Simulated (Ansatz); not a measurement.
# Gate voltage at the highest density: W2CCl2 MXene under 2H-MoS2, AB

A layer charged from one gate needs a voltage that grows with the carrier density; the slope is e over the total capacitance.

How it was computed: Ansatz 0.2.0, plane waves with PAW datasets (its set soft_2), LDA; isolated slab, charged sheet 5 Å from the outer atoms behind model barriers, atoms held, Fermi-Dirac smearing of 0.02585 eV. The voltage is that of the gate against the layer's Fermi level, from the uncharged case, which has no gap over 0.05 eV.

```
  run  added electrons (10¹³ per cm²)  gate voltage (V)
run 1                           −1.00             −0.77
run 2                           −2.00             −1.58
run 3                           −4.00             −3.50
run 4                           −7.00             −6.21
run 5                          −11.00                 ?
```

**Question.** What value belongs in the row marked “?”, and how far can the other rows tell?

A least-squares line through the 4 rows shown has slope 0.9138 and intercept 0.1833; no row lies more than 0.06 V off it. The capacitance is 1.602/0.9138 = 1.75 µF/cm², against 1.77 µF/cm² for plates 5 Å apart in vacuum. The line misses the origin, so the series is curved at low densities. At −11.00 it gives 0.9138 × (−11.00) + 0.1833 = −9.87 V, beyond the rows fitted. Rounding and scatter of the rows alone allow about ±0.161 V there.

The run itself gives −9.22 V: a miss of +0.65 V, or 7.0 % of the value. The capacitance rises towards the highest density.

**Limits.** The gates are model sheets, not atoms, and low densities sample few k-points. Spin-orbit coupling is left out, which changes the bands of elements this heavy.

[Logs are printed without paths, hosts, clocks, repeated set-up lines and the standing remarks that a program may print on its own settings, such as how far it seeks lower states.]
